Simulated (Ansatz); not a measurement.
# Structural relaxation of glassy Ca3Al2Si3O12 (100 atoms)

How does glassy Ca3Al2Si3O12 (100 atoms) relax, and what do bonds, charges and levels look like afterwards?

Calculated with Ansatz 0.2.0; Kohn-Sham DFT, PBE, PAW (set soft_2), plane waves.

Measured values to set the calculation against. X-ray diffraction RDF of grossular glass by Okuno and Marumo (1993), peak assigned to Ca-O (as quoted in “Computer modeling of natural silicate melts: what can we learn from ab   initio simulations”, 2009, arxiv:0907.2530): nearest Ca–O distance 2.4 Å.

This is a report of a sequence of runs, with most program output left out.

### Step 1. The structure

The cell holds 100 atoms: 10 Al, 15 Ca, 60 O and 15 Si. Cell: a = 10.886 Å, b = 10.886 Å, c = 10.886 Å, α = 90.0°, β = 90.0°, γ = 90.0°. 100 atoms (10 Al, 15 Ca, 60 O, 15 Si) placed at random at 2.84 g/cm³, melted at 4500 K for 20 ps at fixed volume with the Morse and Coulomb pair potential with partial charges (Pedone, Malavasi, Menziani, Cormack and Segre, J. Phys. Chem. B 110, 11780 (2006)). Quenched from 4500 K to 300 K at 20 K/ps and fixed volume, held 20 ps at zero pressure.

Limits known from the start: The quench rate of 20 K/ps far exceeds what a furnace or splat quench reaches, so expect more defects and frozen-in strain than in a real sample. The starting topology of bonds comes from the classical model. Only the Γ point is sampled, in a cell whose shortest periodic width is 11 Å.

### Step 2. Single point at the start

The forces at the start show how far the geometry lies from a minimum of this functional.

Contents of input.yaml:

```yaml
crystal:
  lattice:
    - [10.88567, 0.0, 0.0]
    - [0.0, 10.88567, 0.0]
    - [0.0, 0.0, 10.88567]
  atoms:
    - { symbol: Al, position: [0.85206, 0.04978, 0.03734] }
    - { symbol: Al, position: [0.03611, 0.32886, 0.77451] }
    - { symbol: Al, position: [0.54317, 0.05593, 0.57375] }
    - { symbol: Al, position: [0.93863, 0.71368, 0.21455] }
    - { symbol: Al, position: [0.14341, 0.03497, 0.71066] }
    - { symbol: Al, position: [0.20846, 0.6971, 0.43798] }
    - { symbol: Al, position: [0.68432, 0.72998, 0.82793] }
    - { symbol: Al, position: [0.68644, 0.97362, 0.80137] }
    - { symbol: Al, position: [0.03272, 0.24064, 0.03467] }
    - { symbol: Al, position: [0.77741, 0.22384, 0.84732] }
    - { symbol: Ca, position: [0.20772, 0.95254, 0.01436] }
    - { symbol: Ca, position: [0.44326, 0.78318, 0.3507] }
    - { symbol: Ca, position: [0.02477, 0.15333, 0.32012] }
    - { symbol: Ca, position: [0.15981, 0.44458, 0.26263] }
    - { symbol: Ca, position: [0.52454, 0.02447, 0.05808] }
    - { symbol: Ca, position: [0.24474, 0.45868, 0.86908] }
    - { symbol: Ca, position: [0.44257, 0.66365, 0.92822] }
    - { symbol: Ca, position: [0.7285, 0.56096, 0.4041] }
    - { symbol: Ca, position: [0.40081, 0.52546, 0.63539] }
    - { symbol: Ca, position: [0.43756, 0.47721, 0.18329] }
    - { symbol: Ca, position: [0.10974, 0.66977, 0.70063] }
    - { symbol: Ca, position: [0.44532, 0.80787, 0.66912] }
    - { symbol: Ca, position: [0.88876, 0.17127, 0.58465] }
    - { symbol: Ca, position: [0.23164, 0.26311, 0.5576] }
    - { symbol: Ca, position: [0.7342, 0.46311, 0.68655] }
    - { symbol: O, position: [0.761, 0.37536, 0.19419] }
    - { symbol: O, position: [0.29494, 0.64896, 0.78169] }
    - { symbol: O, position: [0.95548, 0.95576, 0.97] }
    - { symbol: O, position: [0.10571, 0.40964, 0.63409] }
    - { symbol: O, position: [0.24761, 0.86793, 0.38384] }
    - { symbol: O, position: [0.57144, 0.87879, 0.83877] }
    - { symbol: O, position: [0.12218, 0.1468, 0.13067] }
    - { symbol: O, position: [0.39231, 0.37888, 0.48036] }
    - { symbol: O, position: [0.0697, 0.17648, 0.70352] }
    - { symbol: O, position: [0.24003, 0.53983, 0.07506] }
    - { symbol: O, position: [0.81622, 0.18979, 0.38054] }
    - { symbol: O, position: [0.8517, 0.83825, 0.54025] }
    - { symbol: O, position: [0.56037, 0.3504, 0.31609] }
    - { symbol: O, position: [0.64947, 0.70965, 0.98363] }
    - { symbol: O, position: [0.04798, 0.91556, 0.757] }
    - { symbol: O, position: [0.27267, 0.64538, 0.26915] }
    - { symbol: O, position: [0.99912, 0.00885, 0.47797] }
    - { symbol: O, position: [0.59063, 0.62176, 0.19852] }
    - { symbol: O, position: [0.45511, 0.08734, 0.71442] }
    - { symbol: O, position: [0.28908, 0.77016, 0.06339] }
    - { symbol: O, position: [0.002, 0.35368, 0.15501] }
    - { symbol: O, position: [0.25242, 0.06369, 0.82824] }
    - { symbol: O, position: [0.02602, 0.5044, 0.83823] }
    - { symbol: O, position: [0.6054, 0.43689, 0.53175] }
    - { symbol: O, position: [0.05878, 0.33058, 0.42665] }
    - { symbol: O, position: [0.08181, 0.70512, 0.1513] }
    - { symbol: O, position: [0.98249, 0.7263, 0.89205] }
    - { symbol: O, position: [0.65138, 0.75256, 0.43815] }
    - { symbol: O, position: [0.45589, 0.44985, 0.93156] }
    - { symbol: O, position: [0.1262, 0.55424, 0.44788] }
    - { symbol: O, position: [0.63911, 0.31217, 0.85221] }
    - { symbol: O, position: [0.71432, 0.0477, 0.96092] }
    - { symbol: O, position: [0.3336, 0.68575, 0.52666] }
    - { symbol: O, position: [0.09554, 0.78087, 0.53092] }
    - { symbol: O, position: [0.89836, 0.51933, 0.03229] }
    - { symbol: O, position: [0.8109, 0.85676, 0.81375] }
    - { symbol: O, position: [0.43488, 0.97657, 0.47117] }
    - { symbol: O, position: [0.55974, 0.19786, 0.50784] }
    - { symbol: O, position: [0.63981, 0.93408, 0.60672] }
    - { symbol: O, position: [0.72597, 0.98372, 0.39512] }
    - { symbol: O, position: [0.88239, 0.20701, 0.97943] }
    - { symbol: O, position: [0.56708, 0.32704, 0.08616] }
    - { symbol: O, position: [0.24678, 0.10504, 0.34403] }
    - { symbol: O, position: [0.75335, 0.10883, 0.74177] }
    - { symbol: O, position: [0.11037, 0.29468, 0.91414] }
    - { symbol: O, position: [0.95811, 0.81564, 0.33616] }
    - { symbol: O, position: [0.58136, 0.64771, 0.7298] }
    - { symbol: O, position: [0.87859, 0.31728, 0.76001] }
    - { symbol: O, position: [0.32829, 0.28406, 0.74234] }
    - { symbol: O, position: [0.30751, 0.29688, 0.20541] }
    - { symbol: O, position: [0.9137, 0.55267, 0.25855] }
    - { symbol: O, position: [0.6478, 0.15016, 0.21471] }
    - { symbol: O, position: [0.80243, 0.60654, 0.82909] }
    [... 16 atom lines left out ...]
    - { symbol: Si, position: [0.63816, 0.29678, 0.2051] }
    - { symbol: Si, position: [0.71705, 0.87063, 0.49504] }
    - { symbol: Si, position: [0.21856, 0.66798, 0.13365] }
    - { symbol: Si, position: [0.98994, 0.86475, 0.47325] }
    - { symbol: Si, position: [0.95381, 0.86553, 0.85549] }
    - { symbol: Si, position: [0.66276, 0.73421, 0.13325] }
kpoints:
  mp_grid: { grid: [1, 1, 1] }
hamiltonian:
  xc: pbe
scf:
  occupations: { method: fixed }
output:
  forces: true
  stress: true
  populations: true
  dos:
    method: { smearing: { sigma: 0.08 } }
    de: 0.1
    projected: { site_lists: { Al: [Al], Ca: [Ca], O: [O], Si: [Si] } }
  eigenvalues: true
```

Started as:

```sh
ansatz run input.yaml --threads 4 --pin off --max-ram 8192MiB --backend cpu --events-out ev --progress --plain --runs-dir out
```

Elapsed: 14 s, on 4 threads of Intel Xeon Platinum 8375C at 2.90GHz (Ice Lake), shared host; peak memory 1.8 GiB; 51 s of CPU time.

Read from the output:

* free energy: -76343.2564 eV
* free energy per atom: -763.4326 eV/atom
* SCF cycles: 10
* pressure: 7.352 GPa
* r.m.s. force component: 1.329 eV/Å
* longest force: 6.591 eV/Å
* Fermi energy: 5.822 eV
* gap (highest filled to lowest empty level): 3.187 eV
* spilling of the projection: 0.0136

The r.m.s. force component of 1.3 eV/Å and the pressure of 7.4 GPa set the starting point.

Neighbours are counted within 3.22 Å (O-Ca), 2.08 Å (O-Si), 2.49 Å (O-Al).

Length of the force by element and coordination:

```
element  coordination  atoms  mean length of the force (eV/Å)  spread  least   most
     Al           all     10                             1.85   0.854  0.239   3.07
     Al             4      5                             2.03   0.469   1.62   2.94
     Al             5      5                             1.67    1.08  0.239   3.07
     Ca           all     15                             1.01   0.595  0.252   2.04
     Ca             5      1                            0.482       0  0.482  0.482
     Ca             6      4                             1.28   0.516  0.599   2.04
     Ca             7      8                             1.08   0.614  0.252   1.96
     Ca             8      2                            0.511   0.250  0.261  0.761
      O           all     60                             2.21    1.12  0.535   6.59
      O             2      6                             1.97    1.19  0.690   3.84
      O             3     30                             2.38    1.14   1.15   6.59
      O             4     16                             1.77   0.669  0.535   3.03
      O             5      8                             2.63    1.34  0.675   4.37
     Si           all     15                             2.44   0.823  0.735   3.83
```

### Step 3. Relaxation

The atoms are relaxed in the fixed cell, aiming at the force tolerance of the input.

input.yaml, the sections that differ from step 2:

```yaml
output:
  forces: true
relax:
  f_tol: 0.03
  max_steps: 200
# crystal, kpoints, hamiltonian, scf: as in step 2
```

It took 1.8 min on 4 threads; peak memory 1.6 GiB.

Relaxation path:

```
step  energy less that of the first step (eV)  largest force component (eV/Å)
   1                                   0.0000                          4.0829
   2                                  -5.2441                          2.4004
   3                                  -7.7964                          1.1292
   4                                  -8.4757                          0.3791
   5                                  -8.4404                          0.4834
   6                                  -8.5991                          0.2074
   7                                  -8.6411                          0.1081
   8                                  -8.6664                          0.1276
   9                                  -8.6782                          0.0972
  10                                  -8.7114                          0.1825
  11                                  -8.7046                          0.2939
  12                                  -8.7451                          0.0656
  13                                  -8.7557                          0.0637
  14                                  -8.7565                          0.0582
  15                                  -8.7588                          0.0220
  16                                  -8.7588                          0.0220
```

Relaxation steps 5, 11 were tried and not accepted.

The atoms that moved most (Å):

```
atom      dx      dy      dz  length
 O65  -0.067  -0.418  -0.380   0.569
Ca22   0.414   0.044  -0.276   0.499
Ca23  -0.201  -0.398   0.192   0.486
 O53  -0.341  -0.019   0.343   0.484
 O27  -0.016  -0.461  -0.021   0.461
 O39  -0.249  -0.369   0.091   0.455
 O57  -0.055  -0.288   0.334   0.444
 O35   0.384   0.200  -0.077   0.440
```

The relaxation changed the energy by -87.6 meV/atom, and atoms moved by 0.26 Å r.m.s., 0.57 Å at most.

### Step 4. Structure statistics after relaxation

Bonds before and after, by the cutoffs listed below:

```
pair  bonds before  bonds after  mean before (Å)  mean after (Å)  spread before (Å)  spread after (Å)
O-Ca            83           86            2.445           2.402              0.146             0.141
O-Si            60           60            1.603           1.640              0.049             0.030
O-Al            45           43            1.826           1.809              0.143             0.079
```

Density 2.90 g/cm³, 12.90 Å³ an atom.

g(r), total and by pair (bins of 0.2 Å):

```
r (Å)  total   O-O  O-Ca   O-Si  O-Al  Ca-Ca  Ca-Si
 1.50   0.12  0.00  0.00   0.69  0.00   0.00   0.00
 1.70   3.00  0.00  0.00  12.02  6.90   0.00   0.00
 1.90   0.50  0.00  0.00   0.00  4.19   0.00   0.00
 2.10   0.11  0.00  0.49   0.00  0.19   0.00   0.00
 2.30   0.83  0.00  4.61   0.00  0.00   0.00   0.00
 2.50   0.83  0.96  2.69   0.00  0.00   0.00   0.00
 2.70   1.50  3.71  0.73   0.00  0.12   0.00   0.00
 2.90   0.86  1.59  0.47   0.00  0.41   0.00   1.08
 3.10   1.03  1.16  0.36   0.41  0.18   0.92   2.41
 3.30   0.95  0.95  0.37   0.72  1.01   1.25   2.09
 3.50   0.98  0.76  0.55   1.02  0.97   3.00   3.72
 3.70   1.01  0.69  0.91   1.29  1.25   1.68   1.51
 3.90   0.97  0.73  0.68   1.57  1.52   1.53   1.06
 4.10   1.17  0.78  1.39   2.09  1.21   1.32   0.41
 4.30   1.11  0.80  1.01   1.48  1.90   1.00   0.50
 4.50   0.99  0.89  1.44   1.02  1.07   0.68   0.46
 4.70   1.02  1.03  1.34   0.78  1.01   1.05   0.52
 4.90   1.00  1.10  1.36   0.69  0.89   0.57   0.95
 5.10   0.90  1.21  0.88   0.68  0.66   0.89   0.52
 5.30   1.01  1.36  0.86   0.89  0.67   0.66   0.49
```

Bonds by pair of elements; cutoffs follow the first minimum of g(r), held within bounds set by covalent radii, and pairs that aren't listed don't count as bonded:

```
pair A-B  cutoff (Å)  bonds  mean length (Å)  spread (Å)  shortest (Å)  B about A  A about B
    O-Ca        2.83     86             2.40       0.141          2.14       1.43       5.73
    O-Si        2.08     60             1.64        0.03          1.59          1          4
    O-Al        2.48     43             1.81       0.079          1.71      0.717        4.3
```

How many atoms have how many bonded neighbours:

```
element  mean   2   3   4  5  6  7
     Al   4.3   0   0   7  3  0  0
     Ca  5.73   0   0   0  7  5  3
      O  3.15  10  33  15  2  0  0
     Si     4   0   0  15  0  0  0
```

Bond angles, per cent of each kind in bins of 5°:

```
angle (°)  O-Ca-O  O-Si-O  Ca-O-Si  O-Al-O  Ca-O-Ca
    55–60     1.9     0.0      0.0     0.0      0.0
    60–65     6.2     0.0      0.0     0.0      0.0
    65–70     6.7     0.0      0.0     0.0      0.0
    70–75     4.8     0.0      0.0     0.0      0.0
    75–80     5.3     0.0      1.4     1.4      0.0
    80–85    10.6     0.0      0.0     5.6     13.2
    85–90     7.2     0.0      4.1     2.8     11.3
    90–95     4.3     0.0     23.3     9.7     15.1
   95–100     5.8     3.3     11.0    18.1      5.7
  100–105     3.9    16.7      2.7     9.7     11.3
  105–110     6.2    44.4      5.5    13.9      7.5
  110–115     5.3    18.9      9.6    15.3      7.5
  115–120     3.4    12.2      9.6     9.7      1.9
  120–125     2.4     4.4      6.9     1.4      9.4
  125–130     3.4     0.0      6.9     4.2      3.8
  130–135     5.3     0.0      6.9     0.0      1.9
  135–140     3.4     0.0      6.9     1.4      5.7
  140–145     2.9     0.0      1.4     1.4      1.9
  145–150     2.9     0.0      1.4     0.0      1.9
  150–155     3.4     0.0      1.4     0.0      0.0
  155–160     1.4     0.0      1.4     4.2      0.0
  160–165     1.9     0.0      0.0     0.0      0.0
  165–170     1.0     0.0      0.0     0.0      1.9
  170–175     0.0     0.0      0.0     1.4      0.0
  175–180     0.5     0.0      0.0     0.0      0.0
```

Bond angles (no mean is given where the spread exceeds 20°):

```
  angle  count  mean (°)  spread (°)
 O-Ca-O    208         -           -
 O-Si-O     90       109         5.6
Ca-O-Si     73       112        18.1
 O-Al-O     72       108          18
Ca-O-Ca     53       106        19.9
```

Oxygen atoms by the number of network formers (Si, P, Ge, B, Al, As, Ga) bound to them:

```
network formers bound to O  O atoms  per cent
                         0        1       1.7
                         1       17      28.3
                         2       40      66.7
                         3        2       3.3
```

Network units: each former by its oxygen neighbours and how many of them bridge to another former:

```
former  O neighbours  bridging O  atoms
    Si             4           2      5
    Si             4           3      5
    Si             4           4      5
    Al             4           4      7
    Al             5           4      2
    Al             5           5      1
```

Bond length by coordination (bonds to H left out):

```
element  coordination  atoms  mean bond length (Å)
     Al             4      7                  1.77
     Al             5      3                  1.88
     Ca             5      7                  2.37
     Ca             6      5                  2.39
     Ca             7      3                  2.48
      O             2     10                  1.67
      O             3     33                  1.98
      O             4     15                  2.17
      O             5      2                  2.33
```

Rings of the network by King's shortest-path rule, up to 12 atoms, one path for each pair of neighbours; H, halogens, alkali and alkaline-earth atoms are left out, and the last column divides by all other atoms, bonded or not:

```
ring size (atoms)  rings  per network atom
                4      1             0.012
                6      4             0.047
                8      6             0.071
               10     12             0.141
               12      4             0.047
```

First main peaks of g(r), for some of the pairs, lie near 2.7 Å (O-O), 2.3 Å (O-Ca), 1.6 Å (O-Si), 1.8 Å (O-Al) and 3.5 Å (Ca-Ca). By these cutoffs 70 % of Al atoms have 4, 47 % of Ca atoms have 5, 55 % of O atoms have 3 and all Si atoms have 4 bonded neighbours. 67 % of the oxygens bridge two formers (Si and Al) and 28 % are non-bridging; 3 % join three; 2 % join none. Rings of 10 atoms are the most common (44 % of those counted); sizes run from 4 to 12, where the search stops.

(Continued in part 2 of 2.)

[Logs are printed without paths, hosts, clocks, repeated set-up lines and the standing remarks that a program may print on its own settings, such as how far it seeks lower states.]

[Hosts, paths, dates, database ids (printed as entryN), source tags and the programs' standing remarks are cut or masked in the printed files.]
